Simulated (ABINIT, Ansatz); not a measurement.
## LaB6 (Pm-3m): zone-centre phonons

Aim: the zone-centre modes of LaB6 (Pm-3m).

Calculated with ABINIT 10.8.3; DFT PBEsol, scalar-relativistic, plane waves, PseudoDojo norm-conserving pseudopotentials.

This is a report of a sequence of runs, with most program output left out.

### 1. The structure

Symmetry: Pm-3m, No. 221, cubic system. The conventional cell has a = 4.132 Å, b = 4.132 Å, c = 4.132 Å, α = 90.00°, β = 90.00°, γ = 90.00°. La has 24 B at 3.04 Å nearest. Nearest to B lie 6 B at 1.65 to 2.48 Å and 4 La at 3.04 Å. Farther neighbours are not listed.

### 2. Relaxation

The harmonic expansion starts where the forces on the atoms vanish, and stress shifts the frequencies, so cell and atoms are relaxed with tight thresholds.

The starting cell comes from a relaxation made beforehand in Ansatz (PBEsol, PseudoDojo NC).

Input file relax.abi:

```
# relaxation
ionmov 2
optcell 2
ecutsm 0.5
dilatmx 1.08
ntime 40
tolmxf 1.0d-05
tolvrs 1.0d-14
prtwf 0
prtden 0
chksymtnons 0

# basis, mesh and filling
ecut 50.0
ngkpt 6 6 6
nshiftk 1
shiftk 0.0 0.0 0.0
istwfk *1
occopt 7
tsmear 0.01
nband 22
nstep 100
diemac 1000000.0
prtebands 0
prtgsr 0
useylm 1

# cell and atoms
acell 7.809083045 7.809083045 7.809083045
rprim 
    1.0 0.0 0.0
    0.0 1.0 0.0
    0.0 0.0 1.0
ntypat 2
znucl 57 5
natom 7
typat 1 2 2 2 2 2 2
xred 
    0.0 0.0 0.0
    0.1995663245 0.5 0.5
    0.5 0.1995663245 0.5
    0.8004336755 0.5 0.5
    0.5 0.8004336755 0.5
    0.5 0.5 0.1995663245
    0.5 0.5 0.8004336755
pp_dirpath "./pseudo"
pseudos "La.upf, B.upf"
```

Command:

```
$ OMP_NUM_THREADS=1 mpirun -n 8 abinit relax.abi > relax.log
```

It took 4.6 min on 8 MPI ranks of Arm Neoverse V2, shared host; 37 min of CPU time.

Little changed from the start: no atom moved by 0.005 Å and no cell edge by 0.1 %.

This step gave:

- volume per atom: 10.09 Å³
- pressure: 0.002304 GPa
- gap on the k-mesh: 0 eV

### 3. Self-consistent run for the response

The response is built on these wavefunctions, so the potential is converged far more tightly than an energy would need. Occupations are smeared.

Input file gs.abi:

```
# ground state
tolvrs 1.0d-16
prtden 1
prtwf 1

# basis, mesh and filling
ecut 50.0
ngkpt 6 6 6
nshiftk 1
shiftk 0.0 0.0 0.0
istwfk *1
occopt 7
tsmear 0.01
nband 22
nstep 100
diemac 1000000.0
prtebands 0
prtgsr 0
useylm 1

# cell and atoms
acell 7.810191445 7.810191445 7.810191445
rprim 
    1.0 0.0 0.0
    0.0 1.0 0.0
    0.0 0.0 1.0
ntypat 2
znucl 57 5
natom 7
typat 1 2 2 2 2 2 2
xred 
    0.0 0.0 0.0
    0.1996413686 0.5 0.5
    0.5 0.1996413686 0.5
    0.8003586314 0.5 0.5
    0.5 0.8003586314 0.5
    0.5 0.5 0.1996413686
    0.5 0.5 0.8003586314
pp_dirpath "./pseudo"
pseudos "La.upf, B.upf"
```

Command:

```
$ OMP_NUM_THREADS=1 mpirun -n 8 abinit gs.abi > gs.log
```

It took 2.2 min on 8 MPI ranks; 18 min of CPU time.

This step gave:

```
pressure : -0.01622 GPa
```

The cell stands at -0.016 GPa, close enough for phonons.

### 4. Linear response at Γ

At q = 0 one unit cell holds all displacements. The response is solved for single atoms along the cell's directions, and symmetry skips those that follow from others. The crystal is treated as a metal, which screens a static field, so no field response is asked.

Input file dfpt_gamma.abi:

```

# common to the responses
getwfk_filepath "gso_WFK"
kptopt 2
nqpt 1
qpt 0.0 0.0 0.0
asr 0
chneut 0

# displacements
rfphon 1
rfatpol 1 7
rfdir 1 1 1
tolvrs 1.0d-10
prtwf 0

# basis, mesh and filling
ecut 50.0
ngkpt 6 6 6
nshiftk 1
shiftk 0.0 0.0 0.0
istwfk *1
occopt 7
tsmear 0.01
nband 22
nstep 100
diemac 1000000.0
prtebands 0
prtgsr 0
useylm 1

# cell and atoms
acell 7.810191445 7.810191445 7.810191445
rprim 
    1.0 0.0 0.0
    0.0 1.0 0.0
    0.0 0.0 1.0
ntypat 2
znucl 57 5
natom 7
typat 1 2 2 2 2 2 2
xred 
    0.0 0.0 0.0
    0.1996413686 0.5 0.5
    0.5 0.1996413686 0.5
    0.8003586314 0.5 0.5
    0.5 0.8003586314 0.5
    0.5 0.5 0.1996413686
    0.5 0.5 0.8003586314
pp_dirpath "./pseudo"
pseudos "La.upf, B.upf"
```

Command:

```
$ OMP_NUM_THREADS=1 mpirun -n 8 abinit dfpt_gamma.abi > dfpt_gamma.log
```

It took 7.7 min on 8 MPI ranks; 61 min of CPU time.

Numbers from this step:

```
largest acoustic frequency at the zone centre before the sum rule : -7.78 cm⁻¹
highest optical zone-centre mode (no LO-TO term)                  : 1292 cm⁻¹
lowest optical zone-centre mode                                   : 183.7 cm⁻¹
```

The acoustic modes at Γ come out as far as 7.8 cm⁻¹ from zero, where they should vanish, a small numerical error.

### 5. Modes with the sum rule

anaddb reads the merged derivatives and imposes the acoustic sum rule.

Input file anaddb.abi:

```
ddb_filepath "gamma_DDB"
output_file "anaddb.abo"
outdata_prefix "anaddb"
asr 1
chneut 1
enunit 2
eivec 1
nph1l 1
qph1l 0.0 0.0 0.0 1.0
```

Input file mrgddb.in:

```
gamma_DDB
merged
2
dfpt_gammao_DDB
gso_DDB
```

Command:

```
$ mrgddb < mrgddb.in > mrgddb.log
$ OMP_NUM_THREADS=1 anaddb anaddb.abi > anaddb.log
```

Run time: 0.53 s. Hardware: 1 thread.

This step gave:

* lowest optical zone-centre mode: 184.0 cm⁻¹

No LO-TO term; unit eigenvectors of the mass-weighted matrix, from anaddb's displacements. The modes at Γ (shares of kinetic energy by element, %):

```
mode  frequency (cm⁻¹)  symmetry  La %  B %
   1               0.0  acoustic    68   32
   2               0.0  acoustic    68   32
   3               0.0  acoustic    68   32
   4             184.0       T1u    32   68
   5             184.0       T1u    32   68
   6             184.0       T1u    32   68
   7             520.1       T2u     0  100
   8             520.1       T2u     0  100
   9             520.1       T2u     0  100
  10             562.0       T1g     0  100
  11             562.0       T1g     0  100
  12             562.0       T1g     0  100
  13             701.9       T2g     0  100
  14             701.9       T2g     0  100
  15             701.9       T2g     0  100
  16             859.4       T1u     0  100
  17             859.4       T1u     0  100
  18             859.4       T1u     0  100
  19            1134.3        Eg     0  100
  20            1134.3        Eg     0  100
  21            1292.5       A1g     0  100
```

Displacements in mode 6 (184.0 cm⁻¹), the largest set to 1:
```
La1  0.45  0.00  0.00
B2  -1.00  0.00  0.00
B3  -0.96  0.00  0.00
B4  -1.00  0.00  0.00
B5  -0.96  0.00  0.00
B6  -0.96  0.00  0.00
B7  -0.96  0.00  0.00
```

Displacements in mode 20 (1134.3 cm⁻¹), the largest set to 1:
```
La1  0.00  0.00  0.00
B2   1.00  0.00  0.00
B3   0.00 -0.69  0.00
B4  -1.00  0.00  0.00
B5   0.00  0.69  0.00
B6   0.00  0.00 -0.31
B7   0.00  0.00  0.31
```

The rule moves no optical mode by more than 0.3 cm⁻¹.

### 6. Sum rules set otherwise (asr 0)

Without the rule the raw error of the acoustic modes shows.

anaddb.abi, as its differences from that of step 5:

```diff
@@ -3,4 +3,4 @@
 outdata_prefix "anaddb"
-asr 1
-chneut 1
+asr 0
+chneut 0
 enunit 2
```

mrgddb.in is that of step 5.

Elapsed: 0.6 s, on 1 thread.

Read from the output:

```
lowest optical zone-centre mode : 183.7 cm⁻¹
```

Zone-centre frequencies as printed; negative means imaginary. Modes:

```
mode  frequency (cm⁻¹)
   1             -7.78
   2             -7.78
   3             -7.78
   4             183.7
   5             183.7
   6             183.7
   7               520
   8               520
   9               520
  10               562
  11               562
  12               562
  13             701.9
  14             701.9
  15             701.9
  16             859.3
  17             859.3
  18             859.3
  19              1134
  20              1134
  21              1292
```

### 7. What came out

```
space group after relaxation                                           : Pm-3m
volume per atom                                                        : 10.1 Å³
highest optical zone-centre mode (no LO-TO term)                       : 1292 cm⁻¹
lowest optical zone-centre mode                                        : 184.0 cm⁻¹
imaginary optical modes at the zone centre (no q mesh in this session) : none
```

What this shows: At the PBEsol level the optical modes of LaB6 (Pm-3m) at the zone centre run from 184 to 1292 cm⁻¹. These are harmonic frequencies at zero temperature: anharmonic shifts and linewidths and thermal expansion are left out. Spin-orbit coupling is left out, which can matter for the heavy elements here. In a metal the frequencies hang on the k mesh and the smearing, most of all near Kohn anomalies. The runs are without spin polarisation, although the cell has an odd electron count or an open d or f shell, so a magnetic state was not tested.

[Host names and launcher messages were left out of these logs when they were recorded.]

[Logs are printed without paths, hosts, clocks, repeated set-up lines and the standing remarks that a program may print on its own settings, such as how far it seeks lower states.]

[Hosts, paths, dates, database ids (printed as entryN), source tags and the programs' standing remarks are cut or masked in the printed files.]
